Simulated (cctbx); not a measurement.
## CaYb: solution and refinement

Cell a = 4.1880 Å, b = 4.1880 Å, c = 4.1880 Å, α = 90.00°, β = 90.00°, γ = 90.00°; space group Pm-3m (no. 221); content Yb1 Ca1.

The data are simulated with cctbx, not measured: Cu Kα, λ = 1.54184 Å, to d = 0.83 Å, 95 % of the full sphere, strongest reflection 70000 counts, noise from counting, a 1.5 % proportional error and a noise floor of 2 counts (s.d.); no absorption.

Charge flipping in P1 on normalised amplitudes to 0.83 Å, δ = 1.2 σ, 30 % of the reflections treated as weak, 150 cycles:

```text
cycle      R  skewness
    0  0.431     0.34
   12  0.369     3.63
   24  0.305     3.76
   36  0.283     3.62
   48  0.280     3.62
   60  0.289     3.39
   72  0.277     3.46
   84  0.283     3.66
   96  0.257     3.50
  108  0.281     3.49
  120  0.287     3.61
  132  0.277     3.70
  144  0.277     3.42
origin shift          correlation  skewness
 0.390  0.048  0.887      0.966      8.29
 0.308  0.383  0.927      0.923      0.54
 0.307  0.542  0.163      0.929     -0.11
-0.018  0.051  0.237      0.899      0.45
taken: symmetry correlation 0.966, skewness 8.29
peak      x       y       z  mult  height/sigma
Q1    0.0000  0.0000  0.0000    1     18.5
Q2    0.5000  0.5000  0.5000    1      7.4
Q3    0.0000  0.0000  0.5000    3      1.9
Q4    0.1769  0.5000  0.5000    6      1.5
Q5    0.1109  0.1109  0.2806   24      0.9
Q6    0.1855  0.1855  0.5000   12      0.7
Q7    0.0000  0.3721  0.3721   12      0.4
```

The origin is taken among those within 0.04 of the best correlation, by the skewness of the map.

It took 1 s on 1 thread of Arm Neoverse V2 (shared host), peak memory 0.07 GiB.

**Question.** Which peaks are atoms, and which elements?

Heights go roughly as Z and multiplicities must add up to the content. First model: Q1 = Yb1 (1 in the cell, height 18.5) and Q2 = Ca1 (1 in the cell, height 7.4). Against the true structure, Q1 is Yb and Q2 is Ca; the other peaks are not atoms.

Least squares on F², isotropic:

```text
Rint 0.012, 26 unique reflections to 0.84 A
cycle     R1     wR2    GooF  max shift (A)
   1  0.0832  0.1808  45.906   0.00000
   2  0.0017  0.0034   0.862   0.00000
final R1 0.0017 wR2 0.0034 GooF 0.862  parameters 2  data/parameter 13.0
atom        x        y        z      Ueq    occ   su(xyz)  su(Uiso or U11)
Yb1    0.00000  0.00000  0.00000   0.0087  1.000  0.00000  0.0000
Ca1    0.50000  0.50000  0.50000   0.0165  1.000  0.00000  0.0001
difference map: max 0.05 min -0.05 rms 0.02
Q1    0.1752  0.2814  0.2814   24    0.05  1.82 A from Yb1
Q2    0.3305  0.3305  0.5000   12    0.05  1.00 A from Ca1
Q3    0.0000  0.2605  0.5000   12    0.02  2.32 A from Ca1
Q4    0.1805  0.5000  0.5000    6    0.02  1.34 A from Ca1
Q5    0.5000  0.5000  0.5000    1   -0.00  0.00 A from Ca1
```

Anisotropic refinement:

```text
Rint 0.012, 26 unique reflections to 0.84 A
cycle     R1     wR2    GooF  max shift (A)
   1  0.0018  0.0035   0.876   0.00000
   2  0.0017  0.0034   0.862   0.00000
final R1 0.0017 wR2 0.0034 GooF 0.862  parameters 2  data/parameter 13.0
atom        x        y        z      Ueq    occ   su(xyz)  su(Uiso or U11)
Yb1    0.00000  0.00000  0.00000   0.0087  1.000  0.00000  0.0000
Ca1    0.50000  0.50000  0.50000   0.0165  1.000  0.00000  0.0001
difference map: max 0.05 min -0.05 rms 0.02
Q1    0.1752  0.2814  0.2814   24    0.05  1.82 A from Yb1
Q2    0.3305  0.3305  0.5000   12    0.05  1.00 A from Ca1
Q3    0.0000  0.2605  0.5000   12    0.02  2.32 A from Ca1
Q4    0.1805  0.5000  0.5000    6    0.02  1.34 A from Ca1
Q5    0.5000  0.5000  0.5000    1   -0.00  0.00 A from Ca1
Q6    0.0000  0.2083  0.2083   12   -0.01  1.23 A from Yb1
```

**Reading.** The refinement ends at R1 = 0.0017, wR2 = 0.0034, GooF = 0.86, with difference density between -0.05 and 0.05 e/Å³. Every site matches the true model in element, within 0.001 Å r.m.s., up to an allowed shift of origin.

True model:

| atom | mult. | x | y | z | Ueq (Å²) |
| --- | --- | --- | --- | --- | --- |
| Yb1 | 1 | 1/2 | 1/2 | 1/2 | 0.0087 |
| Ca1 | 1 | 0 | 0 | 0 | 0.0165 |

The model was made for the exercise: a known structure type with other elements put in, its volume estimated, not relaxed; displacement parameters are assumed.

[Middle refinement cycles are left out of these outputs.]

[Logs are printed without paths, hosts, clocks, repeated set-up lines and the standing remarks that a program may print on its own settings, such as how far it seeks lower states.]
